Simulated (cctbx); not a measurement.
**Occupancies in Rh3O2F5**

Cell a = 4.8590 Å, b = 15.8420 Å, c = 4.5610 Å, α = 90.00°, β = 90.00°, γ = 90.00°; space group Pnma (no. 62); nominal formula Rh3O2F5.

The data are simulated with cctbx, not measured: Mo Kα, λ = 0.71073 Å, to d = 0.8 Å, 95 % of the full sphere, strongest reflection 20000 counts, noise from counting, a 4 % proportional error and a noise floor of 2 counts (s.d.); no absorption.

With every site full:

```text
Rint 0.033, 369 unique reflections to 0.80 A
cycle     R1     wR2    GooF  max shift (A)
   1  0.1061  0.2339   9.554   0.00189
   2  0.0090  0.0222   0.907   0.00004
final R1 0.0090 wR2 0.0222 GooF 0.907  parameters 48  data/parameter 7.7
atom        x        y        z      Ueq    occ   su(xyz)  su(Uiso or U11)
Rh1    0.94385  0.25000  0.54682   0.0051  1.000  0.00005  0.0001
Rh2    0.87386  0.40009  0.93999   0.0059  1.000  0.00004  0.0001
F1     0.94765  0.61817  0.67718   0.0076  1.000  0.00027  0.0006
F2     0.82666  0.53088  0.18396   0.0107  1.000  0.00030  0.0006
F3     0.77232  0.25000  0.18017   0.0091  1.000  0.00039  0.0009
O2     0.83238  0.82505  0.20763   0.0077  1.000  0.00035  0.0008
difference map: max 0.44 min -0.40 rms 0.11
Q1    0.0377  0.1086  0.8578    8    0.46  0.89 A from Rh2
Q2    0.9781  0.2500  0.6605    4    0.38  0.54 A from Rh1
Q3    0.2034  0.0967  0.8680    8    0.37  1.08 A from F2
Q4    0.0816  0.5278  0.9587    8    0.35  1.22 A from F2
Q5    0.2009  0.2500  0.5236    4    0.34  0.99 A from F3
Q6    0.0901  0.6814  0.0762    8    0.34  1.30 A from Rh2
```

With the occupancies of the suspect sites free, each still typed as its main element:

```text
Rint 0.033, 369 unique reflections to 0.80 A
cycle     R1     wR2    GooF  max shift (A)
   1  0.0526  0.1199   4.914   0.00003
   2  0.0090  0.0222   0.910   0.00003
final R1 0.0090 wR2 0.0222 GooF 0.910  parameters 50  data/parameter 7.4
atom        x        y        z      Ueq    occ   su(xyz)  su(Uiso or U11)
Rh1    0.94385  0.25000  0.54682   0.0051  1.000  0.00005  0.0001
Rh2    0.87386  0.40009  0.93999   0.0059  1.000  0.00004  0.0001
F1     0.94765  0.61817  0.67718   0.0076  1.000  0.00027  0.0006
F2     0.82666  0.53088  0.18396   0.0107  1.000  0.00030  0.0006
F3     0.77232  0.25000  0.18017   0.0091  0.999  0.00039  0.0011
O2     0.83238  0.82505  0.20763   0.0077  1.000  0.00035  0.0009
su of occupancy F3: 0.010
su of occupancy O2: 0.009
difference map: max 0.44 min -0.40 rms 0.11
Q1    0.0377  0.1086  0.8578    8    0.46  0.89 A from Rh2
Q2    0.9777  0.2500  0.6604    4    0.38  0.54 A from Rh1
Q3    0.2034  0.0967  0.8680    8    0.37  1.08 A from F2
Q4    0.0816  0.5278  0.9586    8    0.35  1.22 A from F2
Q5    0.2009  0.2500  0.5234    4    0.34  0.99 A from F3
Q6    0.0901  0.6814  0.0762    8    0.34  1.30 A from Rh2
```

**Question.** What is the disorder?

X-rays count electrons. F3 refines to 0.999(0.010), or 9.0 electrons; the site truly holds 0.95 F and 0.05 O, 8.9 electrons, which is 0.994 of F; O2 refines to 1.000(0.009), or 8.0 electrons; the site truly holds 0.975 O and 0.025 F, 8.0 electrons, which is 1.003 of O. All are within 3 s.u. of full, so these data don't show the disorder. Occupancy correlates with U and the scale, and the two elements' form factors differ in shape, so the match is approximate.

Freeing them takes R1 from 0.0090 to 0.0090 and GooF from 0.91 to 0.91.

The model is made up (kin elements in a known structure type, no relaxation), so it says nothing on whether the phase exists.

[Middle refinement cycles are left out of these outputs.]

[Logs are printed without paths, hosts, clocks, repeated set-up lines and the standing remarks that a program may print on its own settings, such as how far it seeks lower states.]
